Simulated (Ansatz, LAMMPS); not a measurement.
# Convergence of a linear-scaling basis for liquid (Na,Li,Rb)(Br,I) at 900 K (66 atoms)

Wanted: errors and times of a linear-scaling basis for liquid (Na,Li,Rb)(Br,I) at 900 K (66 atoms). A setting counts as converged where the r.m.s. difference of forces stays under 1 % of the r.m.s. force.

Method: Kohn-Sham DFT, PBE, PAW (set soft_2), plane waves, in Ansatz 0.2.0.

### Step 1. Starting point

The cell holds 66 atoms: 7 Na, 11 Li, 15 Rb, 22 Br and 11 I. Cell: a = 14.025 Å, b = 14.025 Å, c = 14.025 Å, α = 90.0°, β = 90.0°, γ = 90.0°. 66 atoms (7 Na, 11 Li, 15 Rb, 22 Br, 11 I) placed at random at 2.81 g/cm³, melted at 1800 K for 10 ps at fixed volume with the Lennard-Jones and Coulomb ion parameters for SPC/E (Joung and Cheatham, J. Phys. Chem. B 112, 9020 (2008)), full charges. Snapshot at the end of a hold of 20 ps at 900 K and fixed volume.

Before any run, some limits are plain. The network of bonds at the start is that of the classical potential that made the cell, and needn't be the one that DFT or experiment would give. The ion parameters were fitted for water, not for melts, so the starting structure of this cell may lie well off the real melt's. The Brillouin zone is sampled at Γ only, in a cell whose shortest periodic width is 14 Å. Spin–orbit coupling is left out, which matters for the levels of the heavy elements.

### Step 2. How the cell was made

A classical potential supplies the starting structure, since it reaches far longer times than DFT.

This step: classical MD, Lennard-Jones and Coulomb ion parameters for SPC/E (Joung and Cheatham, J. Phys. Chem. B 112, 9020 (2008)), full charges (LAMMPS 22 Jul 2025 - Update 4).

The input, in.lmp:

```
# melt-quench of Na7Li11Rb15Br22I11
units metal
atom_style charge
boundary p p p
region box block 0 14.0248 0 14.0248 0 14.0248
create_box 5 box
mass 1 22.9898   # Na
mass 2 6.9400   # Li
mass 3 85.4678   # Rb
mass 4 79.9040   # Br
mass 5 126.9045   # I
create_atoms 1 random 7 640532 NULL overlap 2.2 maxtry 2000
create_atoms 2 random 11 640539 NULL overlap 2.2 maxtry 2000
create_atoms 3 random 15 640546 NULL overlap 2.2 maxtry 2000
create_atoms 4 random 22 640553 NULL overlap 2.2 maxtry 2000
create_atoms 5 random 11 640560 NULL overlap 2.2 maxtry 2000
pair_style lj/cut/coul/long 9.0
pair_modify mix arithmetic tail yes
pair_coeff 1 1 0.015292 2.1595   # Na
pair_coeff 2 2 0.014602 1.4094   # Li
pair_coeff 3 3 0.019302 3.0950   # Rb
pair_coeff 4 4 0.001169 4.9017   # Br
pair_coeff 5 5 0.001855 5.2011   # I
set type 1 charge 1
set type 2 charge 1
set type 3 charge 1
set type 4 charge -1
set type 5 charge -1
kspace_style pppm 1.0e-4
neigh_modify delay 0 every 1 check yes
thermo_style custom step time temp pe press density
thermo_modify norm yes
timestep 0.002
thermo 100
# [... 18 lines left out ...]
compute msd all msd com yes
thermo 2500
fix md all nvt temp 900 900 0.2
run 10000 post no
print "== T900: mean square displacement over the hold $(c_msd[4]:%.2f) A^2"
unfix md
uncompute msd
write_dump all custom T900.dump id type xs ys zs modify sort id
```

On the command line:

```console
> lmp -in in.lmp -log none -nocite
```

Numbers of over 12 decimals in the logs are rounded to 6 here.

The program printed:

```text
LAMMPS (22 Jul 2025 - Update 4)
Created orthogonal box = (0 0 0) to (14.0248 14.0248 14.0248)
Created 7 atoms
Created 11 atoms
Created 15 atoms
Created 22 atoms
Created 11 atoms
PPPM initialization ...
  G vector (1/distance) = 0.31295574
  grid = 10 10 10
  estimated relative force accuracy = 5.2292656e-05
   Step          Time           Temp          PotEng         Press         Density
         0   0              0              9.9100068      1731449.3      2.8129774
       100   0.2            0             -3.6409501     -4791.0016      2.8129774
       111   0.222          0             -3.6472372     -4219.2155      2.8129774
Loop time of 0.0234363 s on 1 MPI rank(s) for 111 steps with 66 atoms
Minimization stats:
  Stopping criterion = energy tolerance
  Energy initial, next-to-last, final =
      9.91000681207388  -3.64687398921217  -3.64723721842483
  Force two-norm initial, final = 1366.9134 0.41445748
  Iterations, force evaluations = 111 135
[... 8 lines left out ...]
      2499   4.998          2086.9852     -3.4320951      13917.672      2.8129774
      3332   6.664          1752.6965     -3.4518945      13279.786      2.8129774
      4165   8.33           1834.9641     -3.413434       15819.055      2.8129774
      4998   9.996          1847.5852     -3.4015961      15046.404      2.8129774
[... 2 lines left out ...]
Loop time of 0.727809 s on 1 MPI rank(s) for 5000 steps with 66 atoms
   Step          Time           Temp          PotEng         Press         Density
[... 5 lines left out ...]
Loop time of 0.356417 s on 1 MPI rank(s) for 2500 steps with 66 atoms
   Step          Time           Temp          PotEng         Press         Density
[... 2 lines left out ...]
     12500   25             972.65563     -3.5160157      2483.2937      2.8129774
     15000   30             854.69903     -3.536913       1738.4794      2.8129774
     17500   35             946.73296     -3.5223549      10602.702      2.8129774
     18500   37             842.45015     -3.5158579      4833.7074      2.8129774
Loop time of 1.38166 s on 1 MPI rank(s) for 10000 steps with 66 atoms
== T900: mean square displacement over the hold 12.55 A^2
```

It took 2.7 s on 1 thread of Arm Neoverse V2, shared host; peak memory 0.07 GiB.

### Step 3. Plane-wave single point

This run is the reference for what follows, at a cutoff of 420 eV.

The input, input.yaml:

```yaml
crystal:
  lattice:
    - [14.0248, 0.0, 0.0]
    - [0.0, 14.0248, 0.0]
    - [0.0, 0.0, 14.0248]
  atoms:
    - { symbol: Na, position: [0.63382, 0.12182, 0.79542] }
    - { symbol: Na, position: [0.31694, 0.57605, 0.20787] }
    - { symbol: Na, position: [0.92353, 0.62906, 0.10605] }
    - { symbol: Na, position: [0.91087, 0.91221, 0.99953] }
    - { symbol: Na, position: [0.97044, 0.81143, 0.7266] }
    - { symbol: Na, position: [0.11142, 0.48042, 0.21238] }
    - { symbol: Na, position: [0.60289, 0.18518, 0.45292] }
    - { symbol: Li, position: [0.43162, 0.90803, 0.38357] }
    - { symbol: Li, position: [0.69378, 0.44209, 0.86001] }
    - { symbol: Li, position: [0.04752, 0.11563, 0.80966] }
    - { symbol: Li, position: [0.92892, 0.69037, 0.38999] }
    - { symbol: Li, position: [0.14992, 0.20814, 0.08186] }
    - { symbol: Li, position: [0.15129, 0.95938, 0.54644] }
    - { symbol: Li, position: [0.93858, 0.36052, 0.33567] }
    - { symbol: Li, position: [0.19076, 0.6717, 0.45608] }
    - { symbol: Li, position: [0.16002, 0.40346, 0.55258] }
    - { symbol: Li, position: [0.96778, 0.92925, 0.35364] }
    - { symbol: Li, position: [0.44283, 0.31651, 0.06254] }
    - { symbol: Rb, position: [0.5103, 0.04046, 0.06944] }
    - { symbol: Rb, position: [0.20242, 0.87234, 0.2338] }
    - { symbol: Rb, position: [0.75516, 0.49686, 0.54698] }
    - { symbol: Rb, position: [0.39198, 0.08849, 0.71432] }
    - { symbol: Rb, position: [0.2595, 0.21818, 0.38111] }
    - { symbol: Rb, position: [0.62506, 0.78118, 0.25835] }
    - { symbol: Rb, position: [0.63398, 0.70303, 0.96899] }
    - { symbol: Rb, position: [0.2857, 0.75025, 0.85229] }
    - { symbol: Rb, position: [0.46123, 0.5448, 0.52026] }
    - { symbol: Rb, position: [0.89578, 0.16164, 0.58504] }
    - { symbol: Rb, position: [0.65774, 0.80762, 0.63734] }
    - { symbol: Rb, position: [0.65662, 0.46855, 0.20957] }
    - { symbol: Rb, position: [0.32236, 0.34713, 0.82573] }
    - { symbol: Rb, position: [0.95276, 0.46331, 0.7709] }
    - { symbol: Rb, position: [0.84348, 0.20833, 0.09921] }
    - { symbol: Br, position: [0.74077, 0.30901, 0.75184] }
    - { symbol: Br, position: [0.31941, 0.00105, 0.46879] }
    - { symbol: Br, position: [0.72903, 0.01576, 0.05298] }
    - { symbol: Br, position: [0.36046, 0.72648, 0.3801] }
    - { symbol: Br, position: [0.84176, 0.44856, 0.01482] }
    - { symbol: Br, position: [0.04176, 0.07565, 0.40712] }
    - { symbol: Br, position: [0.03554, 0.08499, 0.0076] }
    - { symbol: Br, position: [0.15941, 0.9046, 0.71909] }
    - { symbol: Br, position: [0.44877, 0.18887, 0.91136] }
    - { symbol: Br, position: [0.19276, 0.49345, 0.39676] }
    - { symbol: Br, position: [0.85152, 0.80915, 0.26149] }
    - { symbol: Br, position: [0.90904, 0.68387, 0.5686] }
    - { symbol: Br, position: [0.07935, 0.81761, 0.41859] }
    - { symbol: Br, position: [0.57092, 0.4284, 0.98907] }
    - { symbol: Br, position: [0.54702, 0.9926, 0.30199] }
    - { symbol: Br, position: [0.90354, 0.00084, 0.79801] }
    - { symbol: Br, position: [0.6346, 0.60818, 0.39317] }
    - { symbol: Br, position: [0.05331, 0.28559, 0.23026] }
    - { symbol: Br, position: [0.63795, 0.0666, 0.60735] }
    - { symbol: Br, position: [0.97904, 0.37067, 0.53602] }
    - { symbol: Br, position: [0.47842, 0.87581, 0.76696] }
    - { symbol: Br, position: [0.94054, 0.54992, 0.30339] }
    - { symbol: I, position: [0.8439, 0.71612, 0.88306] }
    - { symbol: I, position: [0.632, 0.5723, 0.74387] }
    - { symbol: I, position: [0.19392, 0.5532, 0.68712] }
    - { symbol: I, position: [0.74934, 0.27906, 0.32037] }
    - { symbol: I, position: [0.29885, 0.09704, 0.15139] }
    - { symbol: I, position: [0.14599, 0.23131, 0.67437] }
    - { symbol: I, position: [0.43732, 0.37091, 0.24547] }
    - { symbol: I, position: [0.12528, 0.68383, 0.10434] }
    - { symbol: I, position: [0.4707, 0.29536, 0.58725] }
    - { symbol: I, position: [0.22941, 0.40644, 0.04422] }
    - { symbol: I, position: [0.41866, 0.74682, 0.08883] }
kpoints:
  mp_grid: { grid: [1, 1, 1] }
hamiltonian:
  xc: pbe
scf:
  occupations: { method: fixed }
output:
  forces: true
  stress: true
  populations: intrinsic
  dos:
    method: { smearing: { sigma: 0.15 } }
    de: 0.1
    projected: { site_lists: { Br: [Br], I: [I], Li: [Li], Na: [Na], Rb: [Rb] } }
  eigenvalues: true
  write_density: true
  write_potential: true
  volumetric_format: npy
```

On the command line:

```console
> ansatz run input.yaml --threads 4 --pin off --max-ram 8192MiB --backend cpu --events-out ev --progress --plain --runs-dir out
```

The program printed:

```text
Engine: ansatz 0.2.0, aarch64-unknown-linux-gnu
Pseudopotentials: kind: paw
Pseudopotential: Na, paw, valence charge 9, recommended cutoff 420 eV (normal), Na.paw.azcp
Pseudopotential: Li, paw, valence charge 3, recommended cutoff 420 eV (normal), Li.paw.azcp
Pseudopotential: Rb, paw, valence charge 9, recommended cutoff 420 eV (normal), Rb.paw.azcp
Pseudopotential: Br, paw, valence charge 7, recommended cutoff 420 eV (normal), Br.paw.azcp
Pseudopotential: I, paw, valence charge 17, recommended cutoff 420 eV (normal), I.paw.azcp
[... 5 lines on functional and potentials left out ...]
Crystal: 66 atoms, lattice volume = 2758.608 Å³
Basis set: ecut = 420 eV, 54171 PW (Γ), exchange–correlation on 192×192×192 points (8 copies of the dense FFT grid, shifted against one another)
Bands: 352, of which v1, the nominal top of the filled ones, is band 286 counted from 1 (285 counted from 0)
Symmetry: 1 space group operations
Space group: P1 (ITA 1), of the structure as read, at distance tolerance 1.4e-4 Å
k-points: 1
[... 11 lines on functional and potentials left out ...]
Initial density: superposition of atomic densities (neutral atoms: chi_scale 0, normalization atom), corrected by the library's trained network
Initial wavefunctions: pseudopotential atomic-orbital guess
Functional: x = pbe(κ = 0.804, μ = 0.219515), c = pbe(β = 0.066725)
SCF iter   1: F=—  HF=-205632.565951 eV  |F-HF|=—  |Δ(HF+E_count)|=         —  Δρ=6.23e-4  dr2=4.43e-2  ethr=1.77e-3  ⟨swp⟩=6.0  Hψ=1103  notcnv=0  defer=63
preconditioner: auto → Resta (q_TF=auto, 2.099 Å⁻¹)  ε∞=2.4  [insulator: Δε(μ)=3.090 eV  Ē_g=11.129 eV  n_scr=436 (ndim 8)  ℏωp=13.3 eV  f_vac=0.196  ε∞_Penn≈2.4]
SCF iter   2: F=—  HF=-205632.569155 eV  |F-HF|=—  |Δ(HF+E_count)|=   3.20e-3  Δρ=3.16e-4  dr2=9.52e-3  ethr=7.75e-6  ⟨swp⟩=5.0  Hψ=886  notcnv=0  defer=64
SCF iter   3: F=—  HF=-205632.568531 eV  |F-HF|=—  |Δ(HF+E_count)|=   6.24e-4  Δρ=1.26e-4  dr2=1.23e-3  ethr=1.66e-6  ⟨swp⟩=3.0  Hψ=430  notcnv=0  defer=64
SCF iter   4: F=—  HF=-205632.568647 eV  |F-HF|=—  |Δ(HF+E_count)|=   1.17e-4  Δρ=4.76e-5  dr2=1.35e-4  ethr=2.16e-7  ⟨swp⟩=2.0  Hψ=553  notcnv=0  defer=64
SCF iter   5: F=—  HF=-205632.568710 eV  |F-HF|=—  |Δ(HF+E_count)|=   6.32e-5  Δρ=1.53e-5  dr2=9.20e-6  ethr=2.37e-8  ⟨swp⟩=2.0  Hψ=553  notcnv=0  defer=64
SCF iter   6: F=—  HF=-205632.570483 eV  |F-HF|=—  |Δ(HF+E_count)|=   1.77e-3  Δρ=4.73e-6  dr2=1.00e-6  ethr=1.61e-9  ⟨swp⟩=2.0  Hψ=637  notcnv=0  defer=64
SCF iter   7: F=-205632.570484 eV  HF=-205632.570484 eV  |F-HF|=5.61e-8  |Δ(HF+E_count)|=   8.24e-7  Δρ=1.50e-6  dr2=9.20e-8  ethr=1.75e-11  ⟨swp⟩=25.0  Hψ=4232  notcnv=0
SCF 1 converged in 7 iterations: F = -205632.570484 eV  dr2 = 9.20e-8
  greatest PAW one-centre occupation: 1.000 electrons in one spin orbital (limit 2), on the Li atom at site 7 (counted from 0), in its partial waves of l = 0
WARN: The input density's exchange-correlation potential varies sharply where the density is thin. Do not read a vacuum level from v_tot or v_xc, or from such a field of the output density. On a cell that repeats whose density bears no net charge and no dipole along the vacuum's axis use v_es (v_loc + v_h of the components); [...]
SCF converged after 7 iterations
Free energy (F): -205632.570484 eV
Harris-Foulkes:  -205632.570484 eV  (|F-HF|=5.61e-8)
Internal energy: -205632.570484 eV  (E = F + TS)
E sigma→0 (E₀):  -205632.570484 eV
Fermi energy:    0.993997 eV
--- Per-component energies (eV) ---
  E_band       = -9527.246892
  E_kinetic    = 8993.052972
  E_local      = -59270.603756  (includes V_loc(G=0)·N_el)
  E_nonlocal   = 3590.020046
  E_hartree    = 24626.982576
  E_xc         = -9591.502685
  E_vxc        = -6266.133207  (∫ρ·V_xc dr)
  E_paw        = -143756.851977  (= ΣΔE_a)
  E_vpaw       = -5827.572229  (= ΣTr[D̂ρ^β])
  E_aug_tail   = -0.000202  (compensation charges beyond the density's cutoff)
  E_ewald      = -30223.667458
  E_smearing   = -0.000000  (= −TS)
  E_closure    = -0.000000  (closes the sum)
  Σ components = -205632.570484   (vs F -205632.570484, Δ=0.00e0)
--- Forces (eV/Å), atoms counted from 1 ---
  atom   1  Na     0.25907956     0.31104251     0.14102498
  atom   2  Na     0.30391179     0.04270662    -0.02930047
  atom   3  Na    -0.23564021    -0.19859410    -0.07155030
  atom   4  Na    -0.26192544     0.29685684    -0.21013254
  atom   5  Na     0.07056716     0.12210725    -0.09983635
  atom   6  Na    -0.27261042    -0.16017518    -0.09046776
  atom   7  Na    -0.18610340    -0.13450229    -0.13028015
  atom   8  Li    -0.35761758    -0.19632391     0.17629738
  atom   9  Li     0.03902664    -0.46007170     0.38262626
  atom  10  Li    -0.09766684    -0.46905642     0.28694526
  atom  11  Li    -0.02432845     0.52419582     0.25153736
  atom  12  Li     0.00342429    -0.02231588     0.26824409
  atom  13  Li     0.18056211     0.00438237    -0.28287638
  atom  14  Li    -0.06445016     0.11390975     0.34420797
[...]
atom  65  I      0.07066689    -0.16945471    -0.12863705
  atom  66  I      0.08766908     0.02222187     0.05426192
  max |Σ_I F_I| component: 1.35e-4 eV/Å
--- Stress (GPa, compression-positive) ---
        0.541654      -0.289296      -0.031612
       -0.289296      -0.083192      -0.113190
       -0.031612      -0.113191      -0.091958
  P = ⅓ Tr σ = 0.1222 GPa (1.222 kbar)
--- Band table (eV) ---
  k-point 0: bands = ["-50.3234", "-50.2482", "-50.1847", "-50.0839", [... 336 levels ...], "7.4023", "7.4394", "7.4666", "7.4859", "7.5151", "7.5460", "7.5730", "7.6013", "7.6602", "7.6820", "7.7459", "7.7615"]
--- intrinsic populations: 66 sites ---
  site symbol       q [e]
     0     Na      8.2882
     1     Na      8.3309
     2     Na      8.3398
[...]
65      I     17.7152
  spilling = 0.000000 (of n_electrons = 572.000000)
```

Wall time 31 s (4 threads of Arm Neoverse V2, shared host); peak memory 3 GiB; 2 min of CPU time.

The program notes that the exchange-correlation potential is rough where the density is thin.

Numbers from this run:

```
free energy                                      : -205632.5705 eV
free energy per atom                             : -3115.6450 eV/atom
SCF cycles                                       : 7
pressure                                         : 0.1222 GPa
r.m.s. force component                           : 0.2578 eV/Å
longest force                                    : 1.001 eV/Å
Fermi energy                                     : 0.994 eV
gap (highest filled to lowest empty level) : 3.04 eV
```

The r.m.s. force component of 0.26 eV/Å sets the scale for the differences below.

### Step 4. Support functions low

The cell is solved in localised support functions.

This step: Kohn-Sham DFT, PBE, PAW (set soft_2), localised support functions (low) (Ansatz 0.2.0).

input.yaml, the sections that differ from step 3:

```yaml
scf:
  occupations: { method: fixed }
  eigensolver: { kind: { support_functions: { accuracy: low } } }
  mixing: { beta: 0.4 }
  max_iter: 150
output:
  forces: true
  eigenvalues: true
# crystal, kpoints, hamiltonian: as in step 3
```

The program printed:

```text
Warning: scf.eigensolver.kind.support_functions: disabling space-group detection — the functions' gradient is summed over unrotated k-points, so no spatial operation reduces the k-mesh or symmetrises the density; time reversal is kept, so that k and −k are solved as one point where they differ and the mesh holds both, and exact exchange and, on two spinor components, a DFT+U term hold to it where the run has them: [...]
settings of this run that can trade accuracy for cost: scf.eigensolver.kind.support_functions; scf.eigensolver.kind.support_functions.accuracy: low [...]
[...]
Crystal: 66 atoms, lattice volume = 2758.608 Å³
Basis set: ecut = 420 eV, 54171 PW (Γ), exchange–correlation on 192×192×192 points (8 copies of the dense FFT grid, shifted against one another)
Bands: 344, of which v1, the nominal top of the filled ones, is band 286 counted from 1 (285 counted from 0)
Symmetry: 1 space group operations
k-points: 1
[...]
SCF iter   1: F=—  HF=-205643.266687 eV  |F-HF|=—  |Δ(HF+E_count)|=         —  Δρ=2.88e-2  dr2=3.82e1  ethr=1.00e-1
[...]
SCF iter  15: F=—  HF=-205632.599913 eV  |F-HF|=—  |Δ(HF+E_count)|=   2.71e-4  Δρ=1.58e-5  dr2=1.67e-5  ethr=7.29e-9  κ⁻¹=5.0e-5(r=7)
SCF iter  16: F=-205632.600143 eV  HF=-205632.600144 eV  |F-HF|=5.24e-7  |Δ(HF+E_count)|=   2.31e-4  Δρ=8.27e-6  dr2=3.91e-6  ethr=2.92e-9
SCF 1 converged in 16 iterations: F = -205632.604402 eV  dr2 = 3.91e-6
[...]
SCF converged after 16 iterations
Stability not checked: this state was not tested for a lower state beside it, because the mixer in use, unlike msr1, does not test its closes by its own steps (another_mixer; see scf.mixing.algorithm and scf.lower_state_search)
Free energy (F): -205632.604402 eV
[...]
Internal energy: -205632.604402 eV  (E = F + TS)
E sigma→0 (E₀):  -205632.604402 eV
Fermi energy:    0.994039 eV
[...]
Σ components = -205632.604402   (vs F -205632.604402, Δ=0.00e0)
--- Forces (eV/Å), atoms counted from 1 ---
  atom   1  Na     0.25920891     0.31091983     0.14097830
  atom   2  Na     0.30391934     0.04261061    -0.02924801
  atom   3  Na    -0.23591500    -0.19854822    -0.07141985
  atom   4  Na    -0.26195790     0.29675080    -0.20988110
[...]
atom  66  I      0.08753980     0.02241398     0.05421858
  max |Σ_I F_I| component: 8.19e-4 eV/Å
--- Band table (eV) ---
[...]
```

Elapsed: 3.2 min, on 4 threads; peak memory 5.4 GiB.

The program notes that the band table was not solved further than the SCF left it and it switched symmetry off.

Keys that differ from the reference: support_functions.accuracy = "low", scf.max_iter = 150 and scf.mixing.beta = 0.4.

Forces differ from the reference by 0.097 meV/Å r.m.s., 0.038 % of their size, well within a tolerance of 1 %; the energy by -0.51 meV/atom. It took 3.2 min and 16 cycles; the reference's time can't be set against it, since the two runs asked for unlike analyses.

(Part 1 of 2 ends here.)

[Logs are printed without paths, hosts, clocks, repeated set-up lines and the standing remarks that a program may print on its own settings, such as how far it seeks lower states.]

[Hosts, paths, dates, database ids (printed as entryN), source tags and the programs' standing remarks are cut or masked in the printed files.]
